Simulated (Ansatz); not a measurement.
## What SbP (model cell, started as zinc blende) distorts into

Aim: this structure of SbP (model cell, started as zinc blende) is to be tested for unstable modes, and one is followed downhill.

Program: Ansatz 0.2.0. Level of theory: DFT LDA, scalar-relativistic, plane waves, PAW. Results are calculated unless marked as measured.

The structure was built from a prototype and need not be the compound's stable phase.

## (1) The structure

It takes space group F-43m (No. 216, cubic). The conventional cell has a = 6.158 Å, b = 6.158 Å, c = 6.158 Å, α = 90.00°, β = 90.00°, γ = 90.00°. Sb has 4 P at 2.67 Å nearest. P has 4 Sb at 2.67 Å nearest. Farther neighbours are not listed.

## (2) Response at finite wavevector

The cell comes from relaxations at this level that are not shown. Stability and thermal properties need the whole zone. Linear response on a 4×4×4 q mesh gives force constants as far as a supercell of that size would.

File input.yaml:

```yaml
crystal:
  lattice:
    - [0.0, 3.0787780828, 3.0787780828]
    - [3.0787780828, 0.0, 3.0787780828]
    - [3.0787780828, 3.0787780828, 0.0]
  atoms:
    - { symbol: Sb, position: [0.0, 0.0, 0.0] }
    - { symbol: P, position: [0.25, 0.25, 0.25] }
kpoints:
  mp_grid: { grid: [12, 12, 12] }
hamiltonian:
  xc: lda
scf:
  occupations: { method: methfessel_paxton, width: 0.15 }
output:
  eigenvalues: true
phonons:
  method: dfpt
  qmesh: [4, 4, 4]
  temperatures: { t_max: 1000, t_step: 50 }
  qpath:
    path:
      - [[0.0, 0.0, 0.0], [-0.5, -0.5, 0.0], [-0.375, -0.375, 0.25]]
      - [[-0.375, 0.0, 0.375], [0.0, 0.0, 0.0], [0.0, 0.0, 0.5], [-0.5, -0.25, 0.25], [-0.5, -0.5, 0.0]]
    npoints: 10
```

Command:

```console
ansatz run input.yaml --threads 4 --pin off --max-ram 7168MiB --backend cpu --events-out ev --progress --plain --runs-dir out
```

Numbers of over 12 decimals in the logs are rounded to 6 here.

Log:

```text
Warning: phonons: the dynamical matrix that this run interpolates holds no multipole term above the dipole-dipole one, and a site of this crystal is no centre of inversion, so its interpolated transverse optical and acoustic branches and sound speeds can stay off near Gamma, and the density of states and the thermodynamics with them. What a run solves at a wave vector of phonons.qpoints, Gamma apart, where the deck admits one, is free of this, and under fd what a larger phonons.supercell samples
Engine: ansatz 0.2.0, aarch64-unknown-linux-gnu
Pseudopotentials: kind: paw
Pseudopotential: Sb, paw, valence charge 15, recommended cutoff 420 eV (normal), Sb.paw.azcp
Pseudopotential: P, paw, valence charge 5, recommended cutoff 420 eV (normal), P.paw.azcp
Functional definition: SPW92
  exchange = slater_x
  correlation = pw_c
Crystal: 2 atoms, lattice volume = 58.367 Å³
Basis set: ecut = 420 eV, 1139 PW (Γ), exchange–correlation on 60×60×60 points (8 copies of the dense FFT grid, shifted against one another)
Bands: 14, of which v1, the nominal top of the filled ones, is band 10 counted from 1 (9 counted from 0)
Symmetry: 24 space group operations
k-points: 72 of 1728 (time reversal used)
Non-local potential: Sb, projectors of the file, l = 0: 2, l = 1: 2, l = 2: 2, l = 3: 2
Non-local potential: P, projectors of the file, l = 0: 2, l = 1: 2, l = 2: 2
PAW form: soft (Blöchl's): semilocal exchange-correlation on the pseudo side does not see the compensation charge
PAW frozen core: Sb, regenerated for the run's functional, and the local potential with it (the file was generated under x = pbe(κ = 0.804, μ = 0.219515), c = pbe(β = 0.066725))
PAW frozen core: P, regenerated for the run's functional, and the local potential with it (the file was generated under x = pbe(κ = 0.804, μ = 0.219515), c = pbe(β = 0.066725))
PAW one-centre angular grid: Sb, 590 points (default); XC on 64 Gauss nodes
PAW one-centre angular grid: P, 110 points (default); XC on 64 Gauss nodes
Initial density: superposition of atomic densities (neutral atoms: chi_scale 0, normalization atom), corrected by the library's trained network
Initial wavefunctions: pseudopotential atomic-orbital guess
Functional: x = slater, c = lda
SCF iter   1: F=—  HF=-7060.772874 eV  |F-HF|=—  |Δ(HF+E_count)|=         —  Δρ=5.92e-3  dr2=1.82e-2  ethr=1.77e-3  ⟨swp⟩=5.6  Hψ=6101  notcnv=0
preconditioner: auto → Kerker (q_TF=auto, 2.282 Å⁻¹)  [metal: Δε(μ)=0.094 eV  Ē_g=8.880 eV  σ=0.150 eV  W_gap=0.49  n_scr=14 (ndim 8)  ℏωp=15.4 eV  f_vac=0.007  D(μ)=0.58/eV (n_scr^D=0)]
SCF iter   2: F=—  HF=-7060.767844 eV  |F-HF|=—  |Δ(HF+E_count)|=   5.03e-3  S|Δr|=    0.00e0  Δρ=3.36e-3  dr2=5.33e-3  ethr=9.11e-5  ⟨swp⟩=1.6  Hψ=1686  notcnv=0
SCF iter   3: F=—  HF=-7060.766200 eV  |F-HF|=—  |Δ(HF+E_count)|=   1.64e-3  S|Δr|=    0.00e0  Δρ=5.25e-4  dr2=1.41e-4  ethr=2.67e-5  ⟨swp⟩=2.3  Hψ=1755  notcnv=0
SCF iter   4: F=—  HF=-7060.766148 eV  |F-HF|=—  |Δ(HF+E_count)|=   5.15e-5  S|Δr|=    0.00e0  Δρ=1.49e-4  dr2=1.78e-5  ethr=7.04e-7  ⟨swp⟩=2.0  Hψ=1730  notcnv=0
SCF iter   5: F=—  HF=-7060.766146 eV  |F-HF|=—  |Δ(HF+E_count)|=   2.38e-6  S|Δr|=    0.00e0  Δρ=7.99e-5  dr2=5.23e-6  ethr=8.91e-8  ⟨swp⟩=2.0  Hψ=1187  notcnv=0
SCF iter   6: F=—  HF=-7060.766145 eV  |F-HF|=—  |Δ(HF+E_count)|=   6.24e-7  S|Δr|=    0.00e0  Δρ=3.34e-5  dr2=8.70e-7  ethr=2.61e-8  ⟨swp⟩=1.3  Hψ=1042  notcnv=0
SCF iter   7: F=—  HF=-7060.766145 eV  |F-HF|=—  |Δ(HF+E_count)|=   2.29e-8  S|Δr|=    0.00e0  Δρ=6.41e-6  dr2=2.39e-8  ethr=4.35e-9  ⟨swp⟩=2.1  Hψ=1717  notcnv=0
SCF iter   8: F=—  HF=-7060.766145 eV  |F-HF|=—  |Δ(HF+E_count)|=   1.68e-9  S|Δr|=    0.00e0  Δρ=1.06e-6  dr2=1.06e-9  ethr=1.19e-10  ⟨swp⟩=2.8  Hψ=1792  notcnv=0
SCF iter   9: F=—  HF=-7060.766145 eV  |F-HF|=—  |Δ(HF+E_count)|=  2.74e-10  S|Δr|=    0.00e0  Δρ=3.53e-7  dr2=1.44e-10  ethr=5.28e-12  ⟨swp⟩=2.2  Hψ=1206  notcnv=0
SCF iter  10: F=—  HF=-7060.766145 eV  |F-HF|=—  |Δ(HF+E_count)|=  4.55e-12  S|Δr|=    0.00e0  Δρ=1.09e-7  dr2=1.17e-11  ethr=1.00e-12  ⟨swp⟩=2.5  Hψ=1360  notcnv=0
SCF iter  11: F=-7060.766145 eV  HF=-7060.766145 eV  |F-HF|=2.73e-12  |Δ(HF+E_count)|=  2.27e-11  S|Δr|=    0.00e0  Δρ=1.52e-8  dr2=1.03e-13  ethr=1.00e-12  ⟨swp⟩=8.1  Hψ=5656  notcnv=0
SCF 1 converged in 11 iterations: F = -7060.766145 eV  dr2 = 1.03e-13
  greatest PAW one-centre occupation: 0.998 electrons in one spin orbital (limit 2), on the Sb atom at site 0 (counted from 0), in its partial waves of l = 2
Initial density: read from a saved state, or passed on in memory by an earlier SCF of this step, an earlier step, the calling program or the single point that the run made first
iter 1 solved again at ethr=2.44e-7 eV; its pass at ethr=3.10e-3 eV (dr2=4.88e-5 eV) is discarded
SCF iter   1: F=—  HF=-7060.766146 eV  |F-HF|=—  |Δ(HF+E_count)|=         —  Δρ=7.57e-7  dr2=2.58e-10  ethr=2.44e-7  ⟨swp⟩=4.4  Hψ=9360  notcnv=0
eigensolver tolerance schedule: the retry pair's looser diagonalisation over-reported the residual by 189026.61 of it (diagonalisation noise at an unbounded share of the residual, at the tolerance the schedule requests for it); recorded, not acted on — ethr = c·dr2/N_el stays at c = 1.0e-1
preconditioner: auto → Kerker (q_TF=auto, 2.282 Å⁻¹)  [metal: Δε(μ)=0.076 eV  Ē_g=8.881 eV  σ=0.150 eV  W_gap=0.40  n_scr=14 (ndim 8)  ℏωp=15.4 eV  f_vac=0.004  D(μ)=0.63/eV (n_scr^D=0)]
SCF iter   2: F=—  HF=-7060.766145 eV  |F-HF|=—  |Δ(HF+E_count)|=   4.08e-7  S|Δr|=    0.00e0  Δρ=4.53e-7  dr2=1.00e-10  ethr=1.29e-12  ⟨swp⟩=4.2  Hψ=2638  notcnv=0
SCF iter   3: F=—  HF=-7060.766145 eV  |F-HF|=—  |Δ(HF+E_count)|=  3.09e-11  S|Δr|=    0.00e0  Δρ=2.78e-7  dr2=3.61e-11  ethr=1.00e-12  ⟨swp⟩=1.0  Hψ=1009  notcnv=0
SCF iter   4: F=-7060.766145 eV  HF=-7060.766145 eV  |F-HF|=1.00e-11  |Δ(HF+E_count)|=  1.18e-11  S|Δr|=    0.00e0  Δρ=1.46e-7  dr2=9.48e-12  ethr=1.00e-12  ⟨swp⟩=3.3  Hψ=3756  notcnv=0
SCF 2 converged in 4 iterations: F = -7060.766145 eV  dr2 = 9.48e-12
phonons: the bands overlap, so this run is a metal and interpolates without the dipole-dipole term. If the crystal is really an insulator or semiconductor, its LO-TO splitting is missing
NSCF: frozen V_eff on 72 k-points
WARN: eigensolver did not converge in 4 slots of this pass, the one above among them; of largest residual over every band (k=3): 1 band(s) unlocked (lowest unlocked band 13, counted from 0; max residual 3.35e-5 eV among the unlocked bands, 3.35e-5 eV over every band); of lowest unlocked band (k=2): band 13
NSCF: frozen V_eff on 163 k-points
DFPT response loops at q = (0, 0, 0) (fractional): preconditioner auto → Kerker (q_TF=auto, 2.282 Å⁻¹) (partly filled bands, converged f_vac=0.004); β = 1.00, the filter's whole step (`scf.mixing.beta` (0.50) is not read by the response loops under this deck's `scf.mixing.preconditioner`; to damp them name `kerker` or `kerker_dos`, under which they read `scf.mixing.beta`, and type it under 1.00, their step now; both keys bind the ground state too); Broyden in place of MSR1
NSCF: frozen V_eff on 1872 k-points
DFPT response loops at q = (0, 0, 0.25) (fractional): mixed as the last ones told, above
NSCF: frozen V_eff on 952 k-points
DFPT response loops at q = (0, 0, -0.5) (fractional): mixed as the last ones told, above
NSCF: frozen V_eff on 1020 k-points
DFPT response loops at q = (0, 0.25, 0.25) (fractional): mixed as the last ones told, above
NSCF: frozen V_eff on 3456 k-points
DFPT response loops at q = (0, 0.25, -0.5) (fractional): mixed as the last ones told, above
NSCF: frozen V_eff on 1872 k-points
DFPT response loops at q = (0, 0.25, -0.25) (fractional): mixed as the last ones told, above
NSCF: frozen V_eff on 560 k-points
DFPT response loops at q = (0, -0.5, -0.5) (fractional): mixed as the last ones told, above
NSCF: frozen V_eff on 1020 k-points
DFPT response loops at q = (0.25, -0.5, -0.25) (fractional): mixed as the last ones told, above
SCF converged after 11 iterations
Stability not checked: this state was not tested for a lower state beside it, because cold or Methfessel-Paxton smearing, or corrected tetrahedra, fill the levels in a way that the test cannot read (fill_not_monotonic; see scf.lower_state_search)
Free energy (F): -7060.766145 eV
Harris-Foulkes:  -7060.766145 eV  (|F-HF|=2.73e-12)
Internal energy: -7060.767066 eV  (E = F + TS)
E sigma→0 (E₀):  -7060.766375 eV
Entropy (-TS):   0.000920 eV (0.460 meV/atom)
Fermi energy:    6.745614 eV
--- Per-component energies (eV) ---
  E_band       = -215.233729
  E_kinetic    = 276.454945
  E_local      = -1955.418217  (includes V_loc(G=0)·N_el)
  E_nonlocal   = 401.642637
  E_hartree    = 860.293514
  E_xc         = -197.681879
  E_vxc        = -156.379391  (∫ρ·V_xc dr)
  E_paw        = -4965.851595  (= ΣΔE_a)
  E_vpaw       = -502.120732  (= ΣTr[D̂ρ^β])
  E_aug_tail   = 0.000001  (compensation charges beyond the density's cutoff)
  E_ewald      = -1480.882648
  E_core_change = 0.676175  (= ΣΔE_core)
  E_smearing   = 0.000920  (= −TS)
  E_closure    = 0.000000  (closes the sum)
  Σ components = -7060.766145   (vs F -7060.766145, Δ=0.00e0)
--- Band table (eV; the first three rows and the last of 72) ---
  k-point 0: bands = [... 6 lower, 2.2007, 4.5082, 4.5082, 4.5082, 7.3073, 7.3073, 7.3073, 11.4839]
  k-point 1: bands = [... 6 lower, 1.7769, 4.4169, 4.4169, 4.6760, 7.4394, 7.4407, 7.4407, 11.7993]
  k-point 2: bands = [... 6 lower, 0.8845, 4.2027, 4.2027, 4.7984, 7.7560, 7.7560, 7.9512, 12.5141]
  k-point 71: bands = [... 6 lower, -3.1399, 2.0455, 2.0961, 7.6430, 8.2454, 8.9251, 9.9897, 12.9806]
--- Phonons (Γ-DFPT): 2 representative perturbations + reference (Σ response iterations 6) ---
  ASR residual: 1.615e-5 → 0.000e0 eV/Å²; symmetrization residual: 1.803e-5 eV/Å²
  ASR residual per site (eV/Å²): 1.36e-5 1.62e-5
  Γ frequencies (cm⁻¹): 0.00 0.00 0.00 256.44 256.44 256.44
--- Phonons (arbitrary-q DFPT): 8 irreducible q on the 4×4×4 mesh ---
  q = [0.0000, 0.0000, 0.0000] (star 1, of the zone-centre solve; hermiticity 6.04e-6, symmetrization 5.69e-12): -0.00 -0.00 0.00 256.44 256.44 256.44
  q = [0.0000, 0.0000, 0.2500] (star 8, 2 solved perturbations on 936 of 1728 k-point pairs; hermiticity 6.83e-6, symmetrization 4.19e-12): -41.22 -41.22 50.13 203.16 208.38 208.38
  q = [0.0000, 0.0000, -0.5000] (star 4, 2 solved perturbations on 476 of 1728 k-point pairs; hermiticity 6.99e-6, symmetrization 6.55e-13): -26.87 -26.87 87.37 156.66 191.82 191.82
  q = [0.0000, 0.2500, 0.2500] (star 6, 4 solved perturbations in 1608 linear systems a pass and spin channel, the states on 510 of 1728 k-point pairs; hermiticity 6.18e-6, symmetrization 1.43e-12): -67.30 -67.30 69.85 162.22 162.22 210.12
  q = [0.0000, 0.2500, -0.5000] (star 24, 4 solved perturbations in 5328 linear systems a pass and spin channel, the states on 1728 of 1728 k-point pairs; hermiticity 6.33e-6, symmetrization 2.19e-12): -64.96 -46.43 98.76 149.24 164.57 187.24
  q = [0.0000, 0.2500, -0.2500] (star 12, 4 solved perturbations in 2892 linear systems a pass and spin channel, the states on 936 of 1728 k-point pairs; hermiticity 6.34e-6, symmetrization 7.19e-12): -77.08 -44.96 95.18 162.66 176.60 201.47
  q = [0.0000, -0.5000, -0.5000] (star 3, 4 solved perturbations in 886 linear systems a pass and spin channel, the states on 280 of 1728 k-point pairs; hermiticity 8.27e-6, symmetrization 4.91e-13): -54.01 -54.01 84.16 84.16 89.42 165.11
  q = [0.2500, -0.5000, -0.2500] (star 6, 4 solved perturbations in 1544 linear systems a pass and spin channel, the states on 510 of 1728 k-point pairs; hermiticity 6.43e-6, symmetrization 1.88e-12): -55.81 -35.75 105.50 165.05 168.10 183.65
  sum rule: each row above includes the acoustic sum rule's correction from the zone centre's row sums; it moved no ω² by more than (0.38 cm⁻¹)²
  mesh force constants: q→R imaginary residual 1.48e-18; ASR residual 1.615e-5 → 0.000e0 eV/Å²; symmetrization residual 1.776e-15 eV/Å²
  interpolated dispersion: 62 rows × 6 modes
  density of states and harmonic sums: on the 20×20×20 q-mesh, interpolated from the force constants of a 4×4×4 supercell (no non-analytic term)
  largest difference from the sums on the solved wave vectors: F 2.73e-3 eV, S 4.07e-6 and C_V 1.33e-6 eV/K
  zero-point energy: 0.038159 eV/cell   skipped modes (ω ≤ 0): 513, of them read as no rigid motion or as one in doubt: 510 (2.000e0 modes/cell left out, lowest -77.94 cm⁻¹)   left out of the sums: 3.33e-1 of the cell's modes: C_V's classical limit lies that fraction below 3 k_B per atom; for a crystal, a wire or a layer, F and S can be off by more, and a phonons.interpolated_qmesh denser along its periods is the remedy for the sampling
```

Elapsed: 3.6 min, on 4 threads of Arm Neoverse V2, shared host; peak memory 3.1 GiB.

The column dr2 measures how far the density is from self-consistency, as an energy; F and HF (Harris–Foulkes) agree once it is small.

This step gave:

- volume per atom: 29.18 Å³
- gap on the k-mesh: 0 eV
- sum-rule residual before enforcement: 1.62e-5 eV/Å²
- lowest frequency on the path: -77.77 cm⁻¹
- point group: -43m
- highest frequency on the path or at a solved wavevector: 256.4 cm⁻¹
- highest optical mode at the zone centre (no LO-TO term): 256.4 cm⁻¹
- lowest optical zone-centre mode: 256.4 cm⁻¹
- lowest mode on the q mesh (acoustic modes at Γ apart): -77.08 cm⁻¹

Frequencies (cm⁻¹) solved at each irreducible wavevector; negative means imaginary. Frequencies by wavevector, by row:

```tsv
q in reciprocal lattice units	star	mode 1	mode 2	mode 3	mode 4	mode 5	mode 6
0 0 0	1	0	0	0	256.4	256.4	256.4
0 0 0.25	8	-41.2	-41.2	50.1	203.2	208.4	208.4
0 0 -0.5	4	-26.9	-26.9	87.4	156.7	191.8	191.8
0 0.25 0.25	6	-67.3	-67.3	69.8	162.2	162.2	210.1
0 0.25 -0.5	24	-65	-46.4	98.8	149.2	164.6	187.2
0 0.25 -0.25	12	-77.1	-45	95.2	162.7	176.6	201.5
0 -0.5 -0.5	3	-54	-54	84.2	84.2	89.4	165.1
0.25 -0.5 -0.25	6	-55.8	-35.8	105.5	165.1	168.1	183.7
```

Interpolated from a 4×4×4 q mesh. The phonon branches at the labelled points (cm⁻¹):

```tsv
point	branch 1	branch 2	branch 3	branch 4	branch 5	branch 6
Γ	0	0	0	256	256	256
halfway	-67	-67	70	162	162	210
X	-54	-54	84	84	89	165
halfway	-54	-41	88	100	125	173
U	-59	-22	100	130	168	189
jump to K	-59	-22	100	130	168	189
halfway	-69	-44	71	186	186	203
Γ	0	0	0	256	256	256
halfway	-41	-41	50	203	208	208
L	-27	-27	87	157	192	192
halfway	-63	-36	105	167	174	192
W	-56	-36	106	165	168	184
halfway	-55	-38	93	127	137	177
X	-54	-54	84	84	89	165
```

The phonon branches as a text plot (rows in cm⁻¹):

```
    249 |***                         *****
    236 |  **                       *     *
    222 |   ***                   **       *
    208 |      *            ******          *
    194 |    ** *         **     *           ************
    180 |        ***    ** ******             *    ************
    166 |      *    **** **  ***               **  *********   **
    152 |                   *                    **         **
    138 |       *       *  *                                 *
    124 |        *     * **                                   *
    110 |         **    *  **                         ******  *
     96 |           *******  **                   ****      ** **
     82 |       ********       *                **            ***
     68 |    ***                *             **
     54 |   *                    *          **
     41 |  *                      ***     **
     27 |                                *
     13 | *                          *  *
     -1 |*                           ****
    -15 | *               *         **   *
    -29 |  *            ** **     ***     **    ******   ***
    -43 |   *          *     *******        ****   *  ***   ****
    -57 |    **     *******      *                  *** *********
    -71 |      *****       ******                      *
         Γ           X  U|K            Γ         L        W     X
```

Symmetry leaves 8 wavevectors to solve. The lowest mode among them, the acoustic zeros apart, lies at q = (0, 0.25, -0.25) and is imaginary, 77.1i cm⁻¹, so the energy falls along it.

## (3) The mode frozen in, largest atomic shift 0 Å

The mode followed lies at q = (0, 0.25, 0.25) with frequency 67.3i cm⁻¹ and is 2-fold degenerate, one of the unstable modes though not the softest. At small amplitude the distorted cell has space group no. 20 by a symmetry search on the positions. The undistorted cell that holds it gives the zero of energy on the same k mesh.

System of this step: SbP (model cell, started as zinc blende). Symmetry: F-43m, No. 216, cubic system. The conventional cell has a = 6.158 Å, b = 6.158 Å, c = 6.158 Å, α = 90.00°, β = 90.00°, γ = 90.00°. Nearest to Sb lie 4 P at 2.67 Å. P has 4 Sb at 2.67 Å nearest. Farther neighbours are not listed.

File input.yaml:

```yaml
crystal:
  lattice:
    - [0.0, -3.0787780828, -3.0787780828]
    - [0.0, 3.0787780828, -3.0787780828]
    - [12.3151123313, 0.0, 0.0]
  atoms:
    - { symbol: Sb, position: [0.5, 0.5, 0.25] }
    - { symbol: Sb, position: [0.5, 0.5, 0.75] }
    - { symbol: Sb, position: [0.0, 0.0, 0.0] }
    - { symbol: Sb, position: [0.0, 0.0, 0.5] }
    - { symbol: P, position: [0.0, 0.5, 0.875] }
    - { symbol: P, position: [0.0, 0.5, 0.375] }
    - { symbol: P, position: [0.5, 0.0, 0.625] }
    - { symbol: P, position: [0.5, 0.0, 0.125] }
kpoints:
  mp_grid: { grid: [8, 8, 4] }
hamiltonian:
  xc: lda
scf:
  occupations: { method: methfessel_paxton, width: 0.15 }
output:
  forces: true
  stress: true
  eigenvalues: true
```

Log:

```text
[...]
Crystal: 8 atoms, lattice volume = 233.467 Å³
Basis set: ecut = 420 eV, 4513 PW (Γ)
Bands: 48, of which v1, the nominal top of the filled ones, is band 40 counted from 1 (39 counted from 0)
Symmetry: 32 space group operations
[...]
k-points: 45 of 256 (time reversal used)
[...]
k-point 0: bands = [... 36 lower, 4.5211, 5.9378, 6.1192, 6.2370, 6.2370, 6.4676, 6.4676, 7.3127, ... 4 higher]
  k-point 1: bands = [... 36 lower, 4.8238, 5.9019, 6.0309, 6.0405, 6.2365, 6.5587, 6.5612, 7.1886, ... 4 higher]
  k-point 2: bands = [... 36 lower, 5.4391, 5.4391, 5.9162, 5.9162, 6.4347, 6.4347, 6.8934, 6.8934, ... 4 higher]
  k-point 44: bands = [... 36 lower, 6.7392, 6.7392, 6.7392, 6.7392, 6.7739, 6.7739, 6.7739, 6.7739, ... 4 higher]
[key lines of the parts left out:]
SCF converged after 7 iterations
Free energy (F): -28242.942808 eV
Fermi energy:    6.793984 eV
P = ⅓ Tr σ = 0.3190 GPa (3.190 kbar)
```

Run time: 8.4 s. Hardware: 4 threads; peak memory 0.68 GiB.

This step gave:

```
pressure                         : 0.3190 GPa
energy from the undistorted cell : 0 meV/atom
```

The run ends at a pressure of 0.32 GPa.

(Continued in part 2 of 3.)

[Logs are printed without paths, hosts, clocks, repeated set-up lines and the standing remarks that a program may print on its own settings, such as how far it seeks lower states.]

[Hosts, paths, dates, database ids (printed as entryN), source tags and the programs' standing remarks are cut or masked in the printed files.]
